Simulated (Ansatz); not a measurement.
Rows from a G0W0 calculation on BaWO4 (I4_1/a) (Ansatz 0.2.0; G0W0 on r2SCAN, plane waves, PAW; 4×4×4 mesh, 478 empty bands, screening to 102 eV), in eV. Spin-orbit coupling is left out.

```csv
row,k,band,start,Σx,Σc at the solution,Vxc
A,Γ,c1,10.582,-14.901,-3.953,-20.366
B,"(-0.500, -0.500, -0.500)",v1,5.300,-25.569,4.228,-20.867
C,Γ,v1,5.401,-25.643,4.218,-20.972
D,Γ,c2,10.784,-15.002,-3.917,-20.457
E,"(-0.500, -0.500, -0.500)",c1,10.559,-14.150,-3.844,-19.447
F,"(-0.500, -0.500, -0.500)",c3,10.836,-15.399,-3.909,-20.888
```

Question: Work out each quasiparticle level and how far it moved.

The quasiparticle equation reads E = start + Σx + Σc(E) − Vxc.

```csv
row,E (eV),shift (eV)
A,12.094,+1.512
B,4.825,−0.475
C,4.947,−0.454
D,12.322,+1.538
E,12.012,+1.454
F,12.417,+1.581
```

Limits: not at the basis limit; no spin-orbit coupling.

[Paths, hosts, dates, memory and timing lines, banners, echoed tables and standing remarks are left out of the program output.]

[Logs are printed without paths, hosts, clocks, repeated set-up lines and the standing remarks that a program may print on its own settings, such as how far it seeks lower states.]

[Runs of the session that timed out or met a known fault of the program may be left out.]

[Cells called generated may have been cut or substituted from an entry of the Crystallography Open Database or the Materials Project.]

[Hosts, paths, dates, database ids (printed as entryN), source tags and the programs' standing remarks are cut or masked in the printed files.]
